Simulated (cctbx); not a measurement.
# A crystallographic session in cctbx: CaCr2

Library: cctbx 2025.11. The data are simulated by the first script.

## 1. Simulate the data

run.py:

```python
from cctbx import adptbx, crystal, miller, sgtbx, xray
from cctbx.array_family import flex
from iotbx.shelx import hklf
from scitbx import matrix
import scitbx.random

cs = crystal.symmetry(unit_cell=(4.294, 4.294, 6.987, 90, 90, 120), space_group_symbol='Hall: -P 6c 2c')  # P6_3/mmc
atoms = [  # label, site, U (iso, or U11 U22 U33 U12 U13 U23 in A^2), occupancy
    ("Cr1", (2/3, 1/3, 0.055), 0.0068, 1),
    ("Ca1", (0, 0, 0.25), 0.0066, 1),
]
xs = xray.structure(crystal_symmetry=cs)
for label, site, u, occ in atoms:
    u = adptbx.u_cif_as_u_star(cs.unit_cell(), u) if isinstance(u, tuple) else u
    xs.add_scatterer(xray.scatterer(label, site=site, u=u, occupancy=occ))
xs.set_inelastic_form_factors(1.54184, "sasaki")
xs.show_summary()
p1 = xs.expand_to_p1()
ms = miller.build_set(p1, anomalous_flag=True, d_min=0.83)
flex.set_random_seed(418292)
scitbx.random.set_random_seed(418292)
ms = ms.select(flex.random_double(ms.size()) < 0.8)
i = ms.structure_factors_from_scatterers(p1, algorithm="direct").f_calc().as_intensity_array().data()
i = i / flex.sqrt(1 + 0.1 * i / flex.max(i))  # extinction
i = i * 20000 / flex.max(i)
sig = flex.sqrt(i + flex.pow2(0.02 * i) + 4 ** 2)
noise = scitbx.random.variate(scitbx.random.normal_distribution())(i.size())
data = ms.array(data=i + sig * noise, sigmas=sig).set_observation_type_xray_intensity()
with open("data.hkl", "w") as f:
    data.export_as_shelx_hklf(f)
print("reflections written:", data.size(), " <I/sigma> = %.1f" % flex.mean(data.data() / data.sigmas()))
for h, a, b in list(data.sort("data"))[:12]:
    print("%4d%4d%4d %9.1f %7.1f" % (h + (a, b)))
```

```console
$ python run.py
```

```text
Number of scatterers: 2
At special positions: 2
Unit cell: (4.294, 4.294, 6.987, 90, 90, 120)
Space group: P 63/m m c (No. 194)
reflections written: 637  <I/sigma> = 20.8
   1  -2   0   20390.0   424.3
   2  -1   0   20280.0   424.3
  -1  -1   0   20038.0   424.3
  -2   1   0   19978.1   424.3
   3  -3   0    9646.9   210.6
  -3   3   0    9628.2   210.6
   0   3   0    9493.1   210.6
  -3   0   0    9329.1   210.6
   0  -3   0    9208.9   210.6
   1   0   2    8054.9   175.3
   1  -1  -2    7768.9   175.3
   0   1   2    7635.6   175.3
```

Run time: 0.19 s on 1 thread of Arm Neoverse V2 (shared host), peak memory 0.07 GiB.

## 2. Symmetry

run.py:

```python
from cctbx import crystal, sgtbx, statistics
from cctbx.array_family import flex
from iotbx.shelx import hklf

p1 = crystal.symmetry(unit_cell=(4.294, 4.294, 6.987, 90, 90, 120), space_group_symbol="P 1")
raw = hklf.reader(file_name="data.hkl").as_miller_arrays(crystal_symmetry=p1, anomalous=True)[0]
print(raw.size(), "reflections to d = %.3f A" % raw.d_min())
isig = raw.data() / raw.sigmas()
print("centring   violations  <I/sigma> of those")
best = "P"
for c in "ABCIRF":
    a = raw.customized_copy(space_group_info=sgtbx.space_group_info("Hall: %s 1" % c)).sys_absent_flags().data()
    m = flex.mean(isig.select(a))
    print("%5s %10d of %5d %8.1f" % (c, (isig.select(a) > 4).count(True), a.count(True), m))
    if (isig.select(a) > 4).count(True) < 0.01 * a.count(True):
        best = c
raw = raw.select(~raw.customized_copy(space_group_info=sgtbx.space_group_info("Hall: %s 1" % best)).sys_absent_flags().data())
isig = raw.data() / raw.sigmas()
rows = []
for s in sgtbx.space_group_symbol_iterator():
    g = sgtbx.space_group(s)
    if g.conventional_centring_type_symbol() != best or not g.is_compatible_unit_cell(p1.unit_cell(), 1e-3, 0.02):
        continue
    rows.append((s, g))
print("Laue class    unique    Rint  (classes that these axes allow; Friedel mates merged)")
rint = {}
for s, g in rows:
    laue = g.build_derived_patterson_group()
    key = laue.type().hall_symbol()
    if key not in rint:
        m = raw.customized_copy(space_group_info=laue.info(), anomalous_flag=False).merge_equivalents()
        rint[key] = m.r_int()
        print("%-14s %6d %7.3f" % (laue.type().lookup_symbol(), m.array().size(), m.r_int()))
floor = min(rint.values())
good = [(s, g) for s, g in rows if rint[g.build_derived_patterson_group().type().hall_symbol()] < 2 * floor + 0.03]
top = max(g.build_derived_patterson_group().order_z() for s, g in good)
print("space group    extra absences  I>4sigma  <I/sigma>")
for s, g in good:
    laue = g.build_derived_patterson_group()
    if laue.order_z() != top:
        continue
    a = raw.customized_copy(space_group_info=g.info()).sys_absent_flags().data()
    a &= ~raw.customized_copy(space_group_info=laue.info()).sys_absent_flags().data()
    bad = (isig.select(a) > 4).count(True)
    if bad <= 0.03 * a.count(True):
        print("%-16s %8d %10d %9s  %s" % (s.universal_hermann_mauguin(), a.count(True), bad, "%.1f" % flex.mean(isig.select(a)) if a.count(True) else "-", "centric" if g.is_centric() else "acentric"))
laue = max(good, key=lambda t: t[1].build_derived_patterson_group().order_z())[1].build_derived_patterson_group()
f = raw.customized_copy(space_group_info=laue.info(), anomalous_flag=False).merge_equivalents().array().eliminate_sys_absent().f_sq_as_f()
f.set_observation_type_xray_amplitude()
bins = max(3, min(8, f.size() // 12))
f.setup_binner(n_bins=bins)
w = statistics.wilson_plot(f, {e: n / laue.order_z() for e, n in {'Cr': 4.0, 'Ca': 2.0}.items()}, e_statistics=True)
print("Wilson B = %.2f A^2   <|E^2-1|> = %.3f (0.968 centric, 0.736 acentric)   E^2>4: %.1f %%" % (w.wilson_b, w.mean_e_sq_minus_1, w.percent_e_sq_gt_2))
print("shell (A)         n   <I/sigma>")
m = raw.customized_copy(space_group_info=laue.info(), anomalous_flag=False).merge_equivalents().array().eliminate_sys_absent()
for b in m.setup_binner(n_bins=bins).range_used():
    sel = m.binner().selection(b)
    print("%5.2f - %4.2f %6d %8.1f" % (min(m.binner().bin_d_range(b)[0] if m.binner().bin_d_range(b)[0] > 0 else 99, 99), m.binner().bin_d_range(b)[1], sel.count(True), flex.mean((m.data() / m.sigmas()).select(sel))))
```

```console
$ python run.py
```

```text
637 reflections to d = 0.847 A
centring   violations  <I/sigma> of those
    A        263 of   326     20.6
    B        271 of   332     21.1
    C        248 of   302     21.2
    I        261 of   324     20.9
    R        344 of   429     19.4
    F        391 of   480     20.9
Laue class    unique    Rint  (classes that these axes allow; Friedel mates merged)
P -1              377   0.016
P 1 1 2/m         215   0.020
P -3              136   0.021
P -3 1 m           87   0.022
P -3 m 1           99   0.022
P 6/m              78   0.022
P 6/m m m          64   0.023
space group    extra absences  I>4sigma  <I/sigma>
P 6 2 2                 0          0         -  acentric
P 63 2 2                7          0      -0.1  acentric
P 6 m m                 0          0         -  acentric
P 63 m c               75          0      -0.2  acentric
P -6 m 2                0          0         -  acentric
P -6 2 m                0          0         -  acentric
P -6 2 c               75          0      -0.2  acentric
P 6/m m m               0          0         -  centric
P 63/m m c             75          0      -0.2  centric
Wilson B = 1.00 A^2   <|E^2-1|> = 0.686 (0.968 centric, 0.736 acentric)   E^2>4: 0.0 %
shell (A)         n   <I/sigma>
 6.99 - 1.44     17     57.0
 1.44 - 1.15     13     69.6
 1.15 - 1.00     11     54.1
 1.00 - 0.91     11     58.8
 0.91 - 0.85     12     52.5
```

Time: 0.23 s.

## 3. Charge flipping

run.py:

```python
import itertools
from cctbx import crystal, maptbx
from cctbx.array_family import flex
from iotbx.shelx import hklf
from smtbx.ab_initio import charge_flipping as cf

cs = crystal.symmetry(unit_cell=(4.294, 4.294, 6.987, 90, 90, 120), space_group_symbol='Hall: -P 6c 2c')  # P6_3/mmc
raw = hklf.reader(file_name="data.hkl").as_miller_arrays(crystal_symmetry=cs, anomalous=True)[0]
merged = raw.eliminate_sys_absent().merge_equivalents()
fo2 = merged.array().set_observation_type_xray_intensity()
f = fo2.average_bijvoet_mates().f_sq_as_f().resolution_filter(d_min=0.83)
p1 = f.expand_to_p1()
p1.setup_binner_counting_sorted(reflections_per_bin=max(40, p1.size() // 12))
work = p1.array(data=p1.data() / p1.amplitude_quasi_normalisations().data())
flex.set_random_seed(8637)
it = cf.weak_reflection_improved_iterator(delta=None, weak_reflection_fraction=0.3)
it.start(work, phases=flex.random_double(p1.size()) * 6.2832, f_000=0)
it.delta = 1.2 * it.rho_map.sigma()
print("cycle      R  skewness")
for n, st in enumerate(itertools.islice(it, 300)):
    if n % 25 == 0:
        print("%5d %6.3f %8.2f" % (n, st.r1_factor(), st.rho_map.skewness()))
rho = p1.phase_transfer(it.f_calc).fft_map().apply_volume_scaling()
polish = cf.low_density_elimination_iterator(constant_rho_c=rho.sigma())
polish.start(f_obs=p1, phases=it.f_calc, f_000=0)
for _ in range(8):
    next(polish)
print("origin shift          correlation  skewness")
maps = []
for fc, shift, cc in itertools.islice(cf.f_calc_symmetrisations(f, polish.f_calc, 0), 4):
    m = f.phase_transfer(fc).fft_map(symmetry_flags=maptbx.use_space_group_symmetry, resolution_factor=0.25).apply_sigma_scaling()
    maps.append((m.skewness(), cc, m))
    print("%6.3f %6.3f %6.3f %10.3f %9.2f" % (tuple(shift) + (cc, m.skewness())))
skew, cc, m = max((t for t in maps if t[1] > maps[0][1] - 0.04), key=lambda t: t[0])
print("taken: symmetry correlation %.3f, skewness %.2f" % (cc, skew))
peaks = m.peak_search(parameters=maptbx.peak_search_parameters(min_distance_sym_equiv=0.9, max_clusters=7)).all()
sps = cs.special_position_settings(min_distance_sym_equiv=0.5)
print("peak      x       y       z  mult  height/sigma")
for k, (x, h) in enumerate(zip(peaks.sites(), peaks.heights())):
    ss = sps.site_symmetry(x)
    print("Q%-3d %7.4f %7.4f %7.4f %4d %8.1f" % ((k + 1,) + tuple(t % 1 for t in ss.exact_site()) + (ss.multiplicity(), h)))
```

```console
$ python run.py
```

```text
cycle      R  skewness
    0  0.505     0.22
   25  0.195     3.18
   50  0.207     3.23
   75  0.182     3.25
  100  0.188     3.05
  125  0.201     3.20
  150  0.204     3.16
  175  0.202     3.20
  200  0.208     3.23
  225  0.209     3.11
  250  0.213     3.16
  275  0.190     3.20
origin shift          correlation  skewness
 0.946  0.134  0.108      0.925      0.60
 0.944  0.131  0.197      0.908      1.05
 0.619  0.469  0.107      0.906      0.36
 0.183  0.878  0.196      0.914      1.20
taken: symmetry correlation 0.914, skewness 1.20
peak      x       y       z  mult  height/sigma
Q1    0.3333  0.6667  0.5532    4      6.1
Q2    0.0000  0.0000  0.0000    2      4.5
Q3    0.3333  0.6667  0.1765    4      3.4
Q4    0.3333  0.6667  0.7500    2      3.2
Q5    0.0024  0.5012  0.2500    6      3.1
Q6    0.0000  0.0000  0.1389    4      2.0
Q7    0.1712  0.3423  0.5893   12      1.9
```

Time: 0.35 s.

## 4. Refinement (model from the peaks)

run.py:

```python
import math
from cctbx import adptbx, crystal, maptbx, sgtbx, xray
from cctbx.array_family import flex
from cctbx.xray import observations
from iotbx.shelx import hklf
from scitbx.lstbx import normal_eqns_solving
from smtbx import absolute_structure, utils
from smtbx.refinement import constraints, least_squares

cs = crystal.symmetry(unit_cell=(4.294, 4.294, 6.987, 90, 90, 120), space_group_symbol='Hall: -P 6c 2c')  # P6_3/mmc
atoms = [  # label, site, U (iso, or U11 U22 U33 U12 U13 U23 in A^2), occupancy
    ("Cr1", (0.3333, 0.6667, 0.5532), 0.0200, 1),
    ("Ca1", (0, 0, 0), 0.0200, 1),
]
xs = xray.structure(crystal_symmetry=cs)
for label, site, u, occ in atoms:
    u = adptbx.u_cif_as_u_star(cs.unit_cell(), u) if isinstance(u, tuple) else u
    xs.add_scatterer(xray.scatterer(label, site=site, u=u, occupancy=occ))
xs.set_inelastic_form_factors(1.54184, "sasaki")
raw = hklf.reader(file_name="data.hkl").as_miller_arrays(crystal_symmetry=cs, anomalous=True)[0]
merged = raw.eliminate_sys_absent().merge_equivalents()
fo2 = merged.array().set_observation_type_xray_intensity()
print("Rint %.3f, %d unique reflections to %.2f A" % (merged.r_int(), fo2.size(), fo2.d_min()))
for sc in xs.scatterers():
    sc.flags.set_grad_site(True)
    sc.flags.set_grad_u_aniso(sc.flags.use_u_aniso())
    sc.flags.set_grad_u_iso(sc.flags.use_u_iso())
obs = fo2.as_xray_observations()
extra = {}
rep = constraints.reparametrisation(xs, [], utils.connectivity_table(xs), **extra)
ls = least_squares.crystallographic_ls(obs, rep, weighting_scheme=least_squares.mainstream_shelx_weighting(a=0, b=0))
print("cycle     R1     wR2    GooF  max shift (A)")
for cycle in range(6):
    ls.build_up()
    r1, wr2, goof = ls.r1_factor(cutoff_factor=2)[0], ls.wR2(), ls.goof()
    old = xs.sites_cart()
    normal_eqns_solving.levenberg_marquardt_iterations(ls, n_max_iterations=3, tau=0.0001, step_threshold=1e-7)
    big = flex.max((xs.sites_cart() - old).norms())
    print("%4d %7.4f %7.4f %7.3f %9.5f" % (cycle + 1, r1, wr2, goof, big))
    ls.build_up(objective_only=True)
    if abs(ls.wR2() - wr2) < 5e-5 and big < 5e-4:
        break
ls.build_up()
print("final R1 %.4f wR2 %.4f GooF %.3f  parameters %d  data/parameter %.1f" % (ls.r1_factor(cutoff_factor=2)[0], ls.wR2(), ls.goof(), ls.n_parameters, fo2.size() / ls.n_parameters))
cov = ls.covariance_matrix_and_annotations()
su = dict(zip(cov.annotations, (math.sqrt(max(v, 0)) for v in cov.matrix.matrix_packed_u_diagonal())))
a2 = cs.unit_cell().reciprocal_parameters()[0] ** -2
print("atom        x        y        z      Ueq    occ   su(xyz)  su(Uiso or U11)")
for sc in xs.scatterers():
    s = max(su.get(sc.label + k, 0) for k in (".x", ".y", ".z"))
    npd = "" if sc.is_positive_definite_u(cs.unit_cell()) else "  NPD"
    print("%-5s %8.5f %8.5f %8.5f %8.4f %6.3f %8.5f %7.4f%s" % ((sc.label,) + sc.site + (sc.u_iso_or_equiv(cs.unit_cell()), sc.occupancy, s, su.get(sc.label + ".uiso", su.get(sc.label + ".u11", 0) * a2), npd)))
fo = fo2.f_sq_as_f()
fc = fo.structure_factors_from_scatterers(xs, algorithm="direct").f_calc()
diff = fo.f_obs_minus_f_calc(1 / math.sqrt(ls.scale_factor()), fc).average_bijvoet_mates()
m = diff.fft_map(symmetry_flags=maptbx.use_space_group_symmetry, resolution_factor=0.25).apply_volume_scaling()
print("difference map: max %.2f min %.2f rms %.2f" % (m.statistics().max(), m.statistics().min(), m.statistics().sigma()))
peaks = m.peak_search(parameters=maptbx.peak_search_parameters(min_distance_sym_equiv=0.6, max_clusters=5)).all()
near = xs.closest_distances(peaks.sites(), distance_cutoff=4)
sps = cs.special_position_settings(min_distance_sym_equiv=0.5)
for k, (x, h) in enumerate(zip(peaks.sites(), peaks.heights())):
    ss = sps.site_symmetry(x)
    print("Q%-3d %7.4f %7.4f %7.4f %4d %7.2f  %.2f A from %s" % ((k + 1,) + tuple(t % 1 for t in ss.exact_site()) + (ss.multiplicity(), h, near.smallest_distances[k], xs.scatterers()[near.i_seqs[k]].label)))
```

```console
$ python run.py
```

```text
Rint 0.022, 53 unique reflections to 0.85 A
cycle     R1     wR2    GooF  max shift (A)
   1  0.6739  0.8958  76.206   0.19726
   2  0.5389  0.8130  69.164   0.12976
   3  0.5124  0.7826  66.575   0.02044
   4  0.5055  0.7816  66.488   0.00246
   5  0.5049  0.7816  66.486   0.00030
final R1 0.5049 wR2 0.7816 GooF 66.486  parameters 3  data/parameter 17.7
atom        x        y        z      Ueq    occ   su(xyz)  su(Uiso or U11)
Cr1    0.33333  0.66667  0.60332   0.0095  1.000  0.00667  0.0120
Ca1    0.00000  0.00000  0.00000   0.0805  1.000  0.00000  0.0359
difference map: max 46.90 min -17.21 rms 6.39
Q1    0.3333  0.6667  0.2500    2   46.90  2.47 A from Cr1
Q2    0.0000  0.0000  0.0730    4   32.99  0.51 A from Ca1
Q3    0.3333  0.6667  0.6293    4   32.49  0.18 A from Cr1
Q4    0.3333  0.6667  0.0588    4   12.98  1.13 A from Cr1
Q5    0.1359  0.5679  0.7500    6   10.50  1.26 A from Cr1
```

Time: 0.44 s.

Figures of merit this high mean that the model is still wrong or incomplete.

## 5. Charge flipping

run.py, as its changes from the last script of this kind:

```diff
@@ -13,3 +13,2 @@
-p1.setup_binner_counting_sorted(reflections_per_bin=max(40, p1.size() // 12))
-work = p1.array(data=p1.data() / p1.amplitude_quasi_normalisations().data())
-flex.set_random_seed(8637)
+work = p1
+flex.set_random_seed(8638)
@@ -20,2 +19,2 @@
-for n, st in enumerate(itertools.islice(it, 300)):
-    if n % 25 == 0:
+for n, st in enumerate(itertools.islice(it, 600)):
+    if n % 50 == 0:
```

```console
$ python run.py
```

```text
cycle      R  skewness
    0  0.541     0.33
   50  0.185     3.30
  100  0.189     3.18
  150  0.210     3.06
  200  0.221     3.12
  250  0.214     3.12
  300  0.201     2.94
  350  0.209     2.95
  400  0.207     2.90
  450  0.218     2.97
  500  0.214     2.92
  550  0.213     2.93
origin shift          correlation  skewness
 0.674  0.860  0.342      0.940      2.61
 0.052  0.371  0.394      0.881      1.07
 0.633  0.647  0.221      0.899      0.80
 0.628  0.644  0.474      0.893      0.55
taken: symmetry correlation 0.940, skewness 2.61
peak      x       y       z  mult  height/sigma
Q1    0.3333  0.6667  0.5730    4      9.2
Q2    0.0000  0.0000  0.2500    2      4.1
Q3    0.0000  0.0000  0.1207    4      2.7
Q4    0.3333  0.6667  0.1346    4      2.5
Q5    0.0465  0.5233  0.6586   12      1.2
Q6    0.2104  0.4208  0.7500    6      1.1
Q7    0.0000  0.2570  0.0000   12      1.1
```

Time: 0.39 s.

## 6. Refinement (model from the peaks)

run.py, as its changes from the last script of this kind:

```diff
@@ -12,2 +12,2 @@
-    ("Cr1", (0.3333, 0.6667, 0.5532), 0.0200, 1),
-    ("Ca1", (0, 0, 0), 0.0200, 1),
+    ("Cr1", (0.3333, 0.6667, 0.573), 0.0200, 1),
+    ("Ca1", (0, 0, 0.25), 0.0200, 1),
```

```console
$ python run.py
```

```text
Rint 0.022, 53 unique reflections to 0.85 A
cycle     R1     wR2    GooF  max shift (A)
   1  0.3005  0.5503  46.817   0.12574
   2  0.0063  0.0116   0.989   0.00000
final R1 0.0063 wR2 0.0116 GooF 0.989  parameters 3  data/parameter 17.7
atom        x        y        z      Ueq    occ   su(xyz)  su(Uiso or U11)
Cr1    0.33333  0.66667  0.55500   0.0063  1.000  0.00004  0.0001
Ca1    0.00000  0.00000  0.25000   0.0062  1.000  0.00000  0.0001
difference map: max 0.10 min -0.21 rms 0.04
Q1    0.3333  0.6667  0.7500    2    0.10  1.36 A from Cr1
Q2    0.1827  0.3655  0.1647   12    0.09  1.48 A from Ca1
Q3    0.0111  0.5055  0.1317   12    0.08  1.39 A from Cr1
Q4    0.1696  0.3393  0.5481   12    0.07  1.22 A from Cr1
Q5    0.1827  0.3655  0.6590   12    0.05  1.34 A from Cr1
```

Run time: 0.32 s on 1 thread of Arm Neoverse V2, with other jobs on the host, peak memory 0.09 GiB.

[Logs are printed without paths, hosts, clocks, repeated set-up lines and the standing remarks that a program may print on its own settings, such as how far it seeks lower states.]
